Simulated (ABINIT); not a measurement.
# Quasiparticle gap of GaN (F-43m) in ABINIT, part 2 of 3

Aim: the G0W0 gap of GaN (F-43m) on LDA, step by step.

ABINIT 10.8.3; LDA and many-body steps on it, plane waves. Known limits of the many-body steps: not at the basis limit; exchange with frozen shells missing; no spin-orbit coupling; coarse k mesh.

So far. Step 2 (Ground state): The gap is direct, at Γ.

**3. Bands along the symmetry lines**

Level of this step: DFT, LDA, plane waves, norm-conserving pseudopotentials (ABINIT).

The cheap functional maps the bands first; the places of the edges decide which points the dearer methods must see.

run.abi reads:

```
acell 3*1.0 Angstrom
rprim 
  0.000000000000 2.253500607500 2.253500607500
  2.253500607500 0.000000000000 2.253500607500
  2.253500607500 2.253500607500 0.000000000000
ntypat 2
znucl 31 7
natom 2
typat 1 2
xred 
  0.000000000000 0.000000000000 0.000000000000
  0.750000000000 0.750000000000 0.750000000000
pp_dirpath "pseudos"
pseudos "Ga.upf, N.upf"
ecut 36
iscf -2
irdden 1
kptopt 0
nkpt 50
kpt 
  0.00000000 0.00000000 0.00000000
  -0.06250000 -0.06250000 0.00000000
  -0.12500000 -0.12500000 0.00000000
  -0.18750000 -0.18750000 0.00000000
  -0.25000000 -0.25000000 0.00000000
  -0.31250000 -0.31250000 0.00000000
  -0.37500000 -0.37500000 0.00000000
  -0.43750000 -0.43750000 0.00000000
  -0.50000000 -0.50000000 0.00000000
  -0.48437500 -0.48437500 0.03125000
  -0.46875000 -0.46875000 0.06250000
  -0.45312500 -0.45312500 0.09375000
  -0.43750000 -0.43750000 0.12500000
  -0.42187500 -0.42187500 0.15625000
  -0.40625000 -0.40625000 0.18750000
  -0.39062500 -0.39062500 0.21875000
  -0.37500000 -0.37500000 0.25000000
  -0.37500000 0.00000000 0.37500000
  -0.32812500 0.00000000 0.32812500
  -0.28125000 0.00000000 0.28125000
  -0.23437500 0.00000000 0.23437500
  -0.18750000 0.00000000 0.18750000
  -0.14062500 0.00000000 0.14062500
  -0.09375000 0.00000000 0.09375000
  -0.04687500 0.00000000 0.04687500
  0.00000000 0.00000000 0.00000000
  0.00000000 0.00000000 0.06250000
  0.00000000 0.00000000 0.12500000
  0.00000000 0.00000000 0.18750000
  0.00000000 0.00000000 0.25000000
  0.00000000 0.00000000 0.31250000
  0.00000000 0.00000000 0.37500000
  0.00000000 0.00000000 0.43750000
  0.00000000 0.00000000 0.50000000
  -0.06250000 -0.03125000 0.46875000
  -0.12500000 -0.06250000 0.43750000
  -0.18750000 -0.09375000 0.40625000
  -0.25000000 -0.12500000 0.37500000
  -0.31250000 -0.15625000 0.34375000
  -0.37500000 -0.18750000 0.31250000
  -0.43750000 -0.21875000 0.28125000
  -0.50000000 -0.25000000 0.25000000
  -0.50000000 -0.28125000 0.21875000
  -0.50000000 -0.31250000 0.18750000
  -0.50000000 -0.34375000 0.15625000
  -0.50000000 -0.37500000 0.12500000
  -0.50000000 -0.40625000 0.09375000
  -0.50000000 -0.43750000 0.06250000
  -0.50000000 -0.46875000 0.03125000
  -0.50000000 -0.50000000 0.00000000
istwfk *1
nband 16
nbdbuf 2
tolwfr 1e-08
nstep 40
prtwf 0
prtvol 0
indata_prefix "in"
outdata_prefix "out"
tmpdata_prefix "tmp"
```

Launch:

```
> OMP_NUM_THREADS=1 mpirun -n 4 abinit run.abi > log
```

Numbers of over 12 decimals in the logs are rounded to 6 here.

The program printed:

```text
.Version 10.8.3 of ABINIT. v10.8.2 released Aug 2026.

 Symmetries : space group F-4 3 m (#216); Bravais cF (face-center cubic)
[... echo of the input left out ...]
== DATASET  1 ==================================================================
-   mpi_nproc: 4, omp_nthreads: 1 (-1 if OMP is not activated)

--- !DatasetInfo
iteration_state: {dtset: 1, }
dimensions: {natom: 2, nkpt: 50, mband: 16, nsppol: 1, nspinor: 1, nspden: 1, mpw: 1639, }
cutoff_energies: {ecut:  36.0, pawecutdg:  -1.0, }
electrons: {nelect:   1.80000000E+01, charge:   0.00000000E+00, occopt:   1.00000000E+00, tsmear:   1.00000000E-02, }

 Real(R)+Recip(G) space primitive vectors, cartesian coordinates (Bohr,Bohr^-1):
 R(1)=  0.0000000  4.2584990  4.2584990  G(1)= -0.1174123  0.1174123  0.1174123
 R(2)=  4.2584990  0.0000000  4.2584990  G(2)=  0.1174123 -0.1174123  0.1174123
 R(3)=  4.2584990  4.2584990  0.0000000  G(3)=  0.1174123  0.1174123 -0.1174123
 Unit cell volume ucvol=  1.5445417E+02 bohr^3
 Angles (23,13,12)=  6.00000000E+01  6.00000000E+01  6.00000000E+01 degrees

 getcut: wavevector=  0.0000  0.0000  0.0000  ngfft=  36  36  36
         ecut(hartree)=     36.000   => boxcut(ratio)=   2.21317

 getcut : COMMENT -
  Note that boxcut > 2.2 ; recall that boxcut=Gcut(box)/Gcut(sphere) = 2
  is sufficient for exact treatment of convolution.
  Such a large boxcut is a waste : you could raise ecut
  e.g. ecut=   44.083054 Hartrees makes boxcut=2

--- Pseudopotential description ------------------------------------------------
- Ga Generated using ONCVPSP code by D. R. Hamann
- 31.00000  13.00000  180309                  znucl, zion, pspdat
12 -1012 2 -1 1858                            pspcod,pspxc,lmax,lloc,mmax
     nproj     2     2     2
  pspatm : epsatm=   24.58383104
         --- l  ekb(1:nproj) -->
             0    7.046673    1.171794
             1    6.542514    1.190586
             2   -8.404011   -2.823845
 pspatm: atomic psp has been read  and splines computed

- N Generated using ONCVPSP code by D. R. Hamann
-  7.00000   5.00000  180309                  znucl, zion, pspdat
12 -1012 1 -1 1058                            pspcod,pspxc,lmax,lloc,mmax
     nproj     2     2     0
  pspatm : epsatm=    5.30777321
         --- l  ekb(1:nproj) -->
[...]
pspatm: atomic psp has been read  and splines computed

--------------------------------------------------------------------------------

================================================================================
 prteigrs : about to open file out_EIG
 Non-SCF case, kpt    1 (  0.00000  0.00000  0.00000), residuals and eigenvalues=
  6.37E-09  1.76E-09  5.28E-09  7.79E-09  2.80E-09  5.11E-09  3.27E-09  5.34E-09
  9.40E-09  2.58E-09  1.51E-09  2.33E-09  8.12E-09  7.53E-09  6.27E-07  1.52E-06
 -3.9795E-01 -3.1915E-01 -3.1915E-01 -3.1915E-01 -3.0775E-01 -3.0775E-01
[...]
-3.9581E-01 -3.1875E-01 -3.1875E-01 -3.1857E-01 -3.0788E-01 -3.0763E-01
[...]
5.6015E-01  7.9351E-01  8.4305E-01  8.7888E-01
 Non-SCF case, kpt    3 ( -0.12500 -0.12500  0.00000), residuals and eigenvalues=
[...]
5.7356E-01  7.1336E-01  8.9444E-01  9.0885E-01
[...]
Non-SCF case, kpt   49 ( -0.50000 -0.46875  0.03125), residuals and eigenvalues=
[...]
Non-SCF case, kpt   50 ( -0.50000 -0.50000  0.00000), residuals and eigenvalues=
[...]
-3.6344E-01 -3.1619E-01 -3.0818E-01 -3.0818E-01 -3.0496E-01 -2.3688E-01
 -4.5961E-02  8.2036E-02  8.2036E-02  3.0301E-01  4.2100E-01  6.0533E-01
[...]
--- !ResultsGS
iteration_state: {dtset: 1, }
comment   : Summary of ground state results
lattice_vectors:
- [  0.0000000,   4.2584990,   4.2584990, ]
- [  4.2584990,   0.0000000,   4.2584990, ]
- [  4.2584990,   4.2584990,   0.0000000, ]
lattice_lengths: [   6.02243,    6.02243,    6.02243, ]
lattice_angles: [ 60.000,  60.000,  60.000, ] # degrees, (23, 13, 12)
lattice_volume:   1.5445417E+02
convergence: {deltae:  0.000E+00, res2:  0.000E+00, residm:  9.960E-09, diffor:  0.000E+00, }
etotal    :  -8.67733219E+01
entropy   :   0.00000000E+00
fermie    :   1.82122820E-01
cartesian_stress_tensor: null
pressure_GPa: null
xred      :
- [  0.0000E+00,   0.0000E+00,   0.0000E+00, Ga]
- [  7.5000E-01,   7.5000E-01,   7.5000E-01,  N]
cartesian_forces: null
force_length_stats: {min: null, max: null, mean: null, }

 Integrated electronic density in atomic spheres:
 ------------------------------------------------
 Atom  Sphere_radius  Integrated_density
[...]
================================================================================

 ----iterations are completed or convergence reached----

 Mean square residual over all n,k,spin=   51.810E-10; max=  99.600E-10
 reduced coordinates (array xred) for    2 atoms
       0.000000000000      0.000000000000      0.000000000000
       0.750000000000      0.750000000000      0.750000000000

 cartesian coordinates (angstrom) at end:
    1      0.000000     0.000000     0.000000
    2      3.380251     3.380251     3.380251
 length scales=  1.889726125908  1.889726125908  1.889726125908 bohr
              =  1.000000000000  1.000000000000  1.000000000000 angstroms
 prteigrs : about to open file out_EIG
 Eigenvalues (hartree) for nkpt=  50  k points:
 kpt#   1, nband= 16, wtk=  1.00000, kpt=  0.0000  0.0000  0.0000 (reduced coord)
[...]
kpt#   2, nband= 16, wtk=  1.00000, kpt= -0.0625 -0.0625  0.0000 (reduced coord)
[...]
kpt#   3, nband= 16, wtk=  1.00000, kpt= -0.1250 -0.1250  0.0000 (reduced coord)
[...]
kpt#  49, nband= 16, wtk=  1.00000, kpt= -0.5000 -0.4687  0.0313 (reduced coord)
[...]
kpt#  50, nband= 16, wtk=  1.00000, kpt= -0.5000 -0.5000  0.0000 (reduced coord)
  -0.36344   -0.31619   -0.30818   -0.30818   -0.30496   -0.23688   -0.04596    0.08204
   0.08204    0.30301    0.42100    0.60533    0.68746    0.68746    0.97701    1.10081

== END DATASET(S) ==============================================================
================================================================================

 -outvars: echo values of variables after computation  --------
            nband          16
             nkpt          50
          spgroup         216
 [... the other variables as echoed above ...]

 Calculation completed.
```

Run time: 5.8 s. Hardware: 4 MPI ranks of Arm Neoverse V2, shared host; peak memory 0.28 GiB; 23 s of CPU time.

Numbers from this step:

```yaml
gap: 1.770 eV
k_of_the_valence_top: 0, 0, 0
k_of_the_conduction_bottom: 0, 0, 0
least_direct_gap: 1.770 eV
```

The gap is 1.770 eV, as in the run before at this level.

Electronic bands along the path, in eV, zero at the top of the highest filled band:

| point | band 6 | band 7 | band 8 | band 9 | band 10 | band 11 | band 12 | band 13 |
| --- | --- | --- | --- | --- | --- | --- | --- | --- |
| Γ | -13.33 | 0.00 | 0.00 | 0.00 | 1.77 | 10.16 | 10.16 | 10.16 |
| halfway | -13.08 | -3.42 | -1.50 | -1.50 | 4.54 | 7.24 | 11.49 | 11.83 |
| X | -11.40 | -6.21 | -2.72 | -2.72 | 3.29 | 6.50 | 11.52 | 13.75 |
| halfway | -11.33 | -6.11 | -3.38 | -2.58 | 3.88 | 6.96 | 11.39 | 13.41 |
| U | -11.24 | -5.94 | -4.30 | -2.19 | 4.92 | 7.72 | 10.89 | 12.68 |
| jump to K | -11.24 | -5.94 | -4.30 | -2.19 | 4.92 | 7.72 | 10.89 | 12.68 |
| halfway | -12.91 | -4.20 | -2.15 | -0.54 | 5.18 | 8.36 | 9.48 | 11.00 |
| Γ | -13.33 | 0.00 | 0.00 | 0.00 | 1.77 | 10.16 | 10.16 | 10.16 |
| halfway | -13.23 | -3.86 | -0.53 | -0.53 | 4.04 | 8.64 | 10.62 | 10.62 |
| L | -11.90 | -7.11 | -0.98 | -0.98 | 4.56 | 8.61 | 10.24 | 10.24 |
| halfway | -11.56 | -6.48 | -3.03 | -1.79 | 6.53 | 6.93 | 9.94 | 11.56 |
| W | -11.12 | -5.77 | -3.73 | -3.68 | 6.14 | 8.23 | 10.18 | 10.94 |
| halfway | -11.26 | -6.02 | -3.24 | -3.21 | 4.51 | 7.32 | 11.28 | 12.13 |
| X | -11.40 | -6.21 | -2.72 | -2.72 | 3.29 | 6.50 | 11.52 | 13.75 |

The electronic bands as a text plot (rows in eV, shown from -8.0 to 7.8 only):

```
    7.4 |     ++        ++++++++                     + ++    +
    6.8 |       ++++++++    ++                        ++      +++
    6.1 |                     ++                     +  ++++
    5.5 |                  +    +                   +       +
    4.8 |     ++         ++                    +++++         +
    4.2 |    +  +++    ++        ++         +++               +
    3.5 |  ++      ++++            ++      +                   ++
    2.8 |                                ++
    2.2 | +                          +  +
    1.5 |+                            ++
    0.9 |
    0.2 |*                         ******
   -0.4 | ***                   ******  *******
   -1.1 |    *              **** **            *******
   -1.8 |  ** ****         *       **    **         * *
   -2.4 |    *    *********     *          *         * **
   -3.1 |             **      ** **                   *  *   ****
   -3.7 |     **        *   **              *          ******
   -4.4 |       **       ***    *
   -5.0 |         *           **             **
   -5.7 |          **    *****                          ******
   -6.4 |            ****                      *      **      ***
   -7.0 |                                       ******
   -7.7 |
         Γ           X  U|K            Γ         L        W     X
```

**4. Empty states on the mesh, 4×4×4 mesh, 40 bands**

The sums over transitions need many empty states on a uniform mesh; this step solves for them.

run.abi reads:

```
acell 3*1.0 Angstrom
rprim 
  0.000000000000 2.253500607500 2.253500607500
  2.253500607500 0.000000000000 2.253500607500
  2.253500607500 2.253500607500 0.000000000000
ntypat 2
znucl 31 7
natom 2
typat 1 2
xred 
  0.000000000000 0.000000000000 0.000000000000
  0.750000000000 0.750000000000 0.750000000000
pp_dirpath "pseudos"
pseudos "Ga.upf, N.upf"
ecut 36
ngkpt 4 4 4
nshiftk 1
shiftk 0 0 0
kptopt 1
chksymbreak 0
iscf -2
irdden 1
istwfk *1
nband 40
nbdbuf 4
tolwfr 1e-09
nstep 60
prtvol 0
indata_prefix "in"
outdata_prefix "out"
tmpdata_prefix "tmp"
```

The program printed:

```text
.Version 10.8.3 of ABINIT. v10.8.2 released Aug 2026.

 Symmetries : space group F-4 3 m (#216); Bravais cF (face-center cubic)
[... echo of the input left out ...]
== DATASET  1 ==================================================================
-   mpi_nproc: 4, omp_nthreads: 1 (-1 if OMP is not activated)

--- !DatasetInfo
iteration_state: {dtset: 1, }
dimensions: {natom: 2, nkpt: 8, mband: 40, nsppol: 1, nspinor: 1, nspden: 1, mpw: 1639, }
cutoff_energies: {ecut:  36.0, pawecutdg:  -1.0, }
electrons: {nelect:   1.80000000E+01, charge:   0.00000000E+00, occopt:   1.00000000E+00, tsmear:   1.00000000E-02, }

 Real(R)+Recip(G) space primitive vectors, cartesian coordinates (Bohr,Bohr^-1):
 R(1)=  0.0000000  4.2584990  4.2584990  G(1)= -0.1174123  0.1174123  0.1174123
 R(2)=  4.2584990  0.0000000  4.2584990  G(2)=  0.1174123 -0.1174123  0.1174123
 R(3)=  4.2584990  4.2584990  0.0000000  G(3)=  0.1174123  0.1174123 -0.1174123
 Unit cell volume ucvol=  1.5445417E+02 bohr^3
 Angles (23,13,12)=  6.00000000E+01  6.00000000E+01  6.00000000E+01 degrees

 getcut: wavevector=  0.0000  0.0000  0.0000  ngfft=  36  36  36
         ecut(hartree)=     36.000   => boxcut(ratio)=   2.21317

 getcut : COMMENT -
  Note that boxcut > 2.2 ; recall that boxcut=Gcut(box)/Gcut(sphere) = 2
  is sufficient for exact treatment of convolution.
  Such a large boxcut is a waste : you could raise ecut
  e.g. ecut=   44.083054 Hartrees makes boxcut=2

--- Pseudopotential description ------------------------------------------------
- Ga Generated using ONCVPSP code by D. R. Hamann
- 31.00000  13.00000  180309                  znucl, zion, pspdat
12 -1012 2 -1 1858                            pspcod,pspxc,lmax,lloc,mmax
     nproj     2     2     2
  pspatm : epsatm=   24.58383104
         --- l  ekb(1:nproj) -->
             0    7.046673    1.171794
             1    6.542514    1.190586
             2   -8.404011   -2.823845
 pspatm: atomic psp has been read  and splines computed

- N Generated using ONCVPSP code by D. R. Hamann
-  7.00000   5.00000  180309                  znucl, zion, pspdat
12 -1012 1 -1 1058                            pspcod,pspxc,lmax,lloc,mmax
     nproj     2     2     0
  pspatm : epsatm=    5.30777321
         --- l  ekb(1:nproj) -->
[...]
pspatm: atomic psp has been read  and splines computed

--------------------------------------------------------------------------------

================================================================================
 prteigrs : about to open file out_EIG
 Non-SCF case, kpt    1 (  0.00000  0.00000  0.00000), residuals and eigenvalues=
  3.31E-10  1.09E-10  2.94E-10  7.72E-10  5.36E-10  9.63E-10  2.13E-10  2.88E-10
  5.34E-10  1.02E-10  5.68E-11  6.69E-10  8.46E-10  9.09E-11  8.10E-11  1.36E-10
  2.99E-10  1.37E-10  2.28E-10  2.57E-10  2.73E-10  5.13E-10  7.83E-10  2.30E-10
[...]
-3.9795E-01 -3.1915E-01 -3.1915E-01 -3.1915E-01 -3.0775E-01 -3.0775E-01
  1.8212E-01  1.8212E-01  1.8212E-01  2.4715E-01  5.5535E-01  5.5535E-01
  5.5535E-01  8.1792E-01  8.6882E-01  8.6882E-01  8.6882E-01  9.0756E-01
  9.0756E-01  1.0111E+00  1.3773E+00  1.3773E+00  1.3773E+00  1.8634E+00
  1.8634E+00  1.8634E+00  1.8910E+00  1.8910E+00  1.8910E+00  1.9303E+00
  1.9303E+00  2.1642E+00  2.3304E+00  2.3304E+00  2.3304E+00  2.5451E+00
  2.5811E+00  2.5811E+00  2.5811E+00  2.6345E+00
 prteigrs : prtvol=0 or 1, do not print more k-points.

--- !ResultsGS
iteration_state: {dtset: 1, }
comment   : Summary of ground state results
lattice_vectors:
- [  0.0000000,   4.2584990,   4.2584990, ]
- [  4.2584990,   0.0000000,   4.2584990, ]
- [  4.2584990,   4.2584990,   0.0000000, ]
lattice_lengths: [   6.02243,    6.02243,    6.02243, ]
lattice_angles: [ 60.000,  60.000,  60.000, ] # degrees, (23, 13, 12)
lattice_volume:   1.5445417E+02
convergence: {deltae:  0.000E+00, res2:  0.000E+00, residm:  9.806E-10, diffor:  0.000E+00, }
etotal    :  -8.67733219E+01
entropy   :   0.00000000E+00
fermie    :   1.82122820E-01
cartesian_stress_tensor: null
pressure_GPa: null
xred      :
- [  0.0000E+00,   0.0000E+00,   0.0000E+00, Ga]
- [  7.5000E-01,   7.5000E-01,   7.5000E-01,  N]
cartesian_forces: null
force_length_stats: {min: null, max: null, mean: null, }

 Integrated electronic density in atomic spheres:
 ------------------------------------------------
 Atom  Sphere_radius  Integrated_density
[...]
================================================================================

 ----iterations are completed or convergence reached----

 Mean square residual over all n,k,spin=   41.193E-11; max=  98.065E-11
 reduced coordinates (array xred) for    2 atoms
       0.000000000000      0.000000000000      0.000000000000
       0.750000000000      0.750000000000      0.750000000000

 cartesian coordinates (angstrom) at end:
    1      0.000000     0.000000     0.000000
    2      3.380251     3.380251     3.380251
 length scales=  1.889726125908  1.889726125908  1.889726125908 bohr
              =  1.000000000000  1.000000000000  1.000000000000 angstroms
 prteigrs : about to open file out_EIG
 Eigenvalues (hartree) for nkpt=   8  k points:
 kpt#   1, nband= 40, wtk=  0.01563, kpt=  0.0000  0.0000  0.0000 (reduced coord)
[...]
1.86336    1.86336    1.89097    1.89097    1.89097    1.93033    1.93033    2.16424
   2.33038    2.33038    2.33038    2.54509    2.58107    2.58107    2.58107    2.63453
 prteigrs : prtvol=0 or 1, do not print more k-points.

== END DATASET(S) ==============================================================
================================================================================

 -outvars: echo values of variables after computation  --------
            nband          40
             nkpt           8
          spgroup         216
 [... the other variables as echoed above ...]

 Calculation completed.
```

The job ended after 4.3 s (4 MPI ranks; peak memory 0.27 GiB; 17 s of CPU time).

This step gave:

- gap: 1.770 eV
- k of the valence top: 0, 0, 0
- k of the conduction bottom: 0, 0, 0
- least direct gap: 1.770 eV
- k points computed: 8
- lowest point of the top converged band, above the valence top: 54.6584 eV

On this mesh the gap is 1.770 eV.

(Part 2 of 3 ends here.)

[Paths, hosts, dates, memory and timing lines, banners, echoed tables and standing remarks are left out of the program output.]

[Logs are printed without paths, hosts, clocks, repeated set-up lines and the standing remarks that a program may print on its own settings, such as how far it seeks lower states.]

[Runs of the session that timed out or met a known fault of the program may be left out.]

[No measured gap is set beside runs whose start may be inverted or whose files or cutoffs have a known fault.]

[Hosts, paths, dates, database ids (printed as entryN), source tags and the programs' standing remarks are cut or masked in the printed files.]

[G0W0 gaps are taken among the corrected bands and points alone; a level outside them can change the order at an edge.]

[Where Ansatz stands beside ABINIT at settings called matched, ABINIT's density can come from a denser mesh and the files from another edition; pairs whose starting gaps differed by over 0.03 eV were left out, so agreement reads better than it is.]
